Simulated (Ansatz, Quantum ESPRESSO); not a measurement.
**Equation of state of zinc blende AlN**

How stiff is zinc blende AlN under hydrostatic load? Each row scales the relaxed cell evenly and relaxes the atoms. The phase is followed to these pressures whether or not it stays the stable one.

Calculated with Quantum ESPRESSO 7.5, PBEsol, PseudoDojo 0.4.1 norm-conserving potentials, cutoff 1170 eV, Fermi–Dirac smearing 0.02 eV, k-mesh 11×11×11, no spin polarisation, no spin-orbit coupling.

Reference cell, relaxed at zero pressure with PBEsol (F-43m): a = 3.0947 Å, b = 3.0947 Å, c = 3.0947 Å, α = 60.00°, β = 60.00°, γ = 60.00°.

```csv
atom,x,y,z
Al,0.0000,0.0000,0.0000
N,0.7500,0.7500,0.7500
```

| V (Å³/atom) | V/V0 | P (GPa) | E − E0 (meV/atom) |
| --- | --- | --- | --- |
| 9.8505 | 0.9400 | 14.032 | 26.2 |
| 10.0601 | 0.9600 | 8.893 | 11.3 |
| 10.6889 | 1.0200 | −3.817 | 2.5 |
| 10.8984 | 1.0400 | −7.284 | 9.8 |
| 11.1080 | 1.0600 | −10.429 | 21.4 |

V0 = 10.4793 Å³ an atom, where the residual pressure P0 is +0.009 GPa. **Question.** Fit the Birch–Murnaghan law and give the pressure and the energy at V = 10.2697 Å³ an atom, a row left out above.

With the Eulerian strain f = ½[(V0/V)^(2/3) − 1] and F = (P − P0)/[3f(1 + 2f)^(5/2)], the third-order law is the line F = B0 + (3/2) B0 (B′ − 4) f.

| f | F (GPa) |
| --- | --- |
| 0.02106 | 200.22 |
| 0.01380 | 200.54 |
| −0.00656 | 201.00 |
| −0.01290 | 201.15 |
| −0.01905 | 201.28 |

A straight line through the 5 rows: the means are −0.00073 for f and 200.84 for F, Σ(Δx)² = 0.001204 and ΣΔxΔy = −0.03064, so the slope is −0.03064/0.001204 = −25.452 and the intercept 200.84 − (−25.452)(−0.00073) = 200.82.

Hence B0 = 200.8 GPa and B′ = 4 + (−25.5)/(1.5 × 200.8) = 3.92. For the withheld volume f = 0.00678, F = 200.65 GPa and P = 4.23 GPa. The run itself gives 4.23 GPa, so the estimate misses by 0.00 GPa, a rounding's worth.

Integrating the same law gives E − E0 = (9/2) B0 V0 f²[1 + (B′ − 4) f] + P0(V0 − V), with 1 GPa Å³ = 6.2415 meV: 2.7 meV an atom. The run itself gives 2.7 meV, so the estimate misses by 0.0 meV, a rounding's worth.

The same fit over all rows at other levels or in other programs gives B0 = 210 GPa with r2SCAN (Ansatz), 201 GPa with PBEsol (Quantum ESPRESSO, GBRV) and 211 GPa with LDA (Quantum ESPRESSO, GBRV).

[Logs are printed without paths, hosts, clocks, repeated set-up lines and the standing remarks that a program may print on its own settings, such as how far it seeks lower states.]
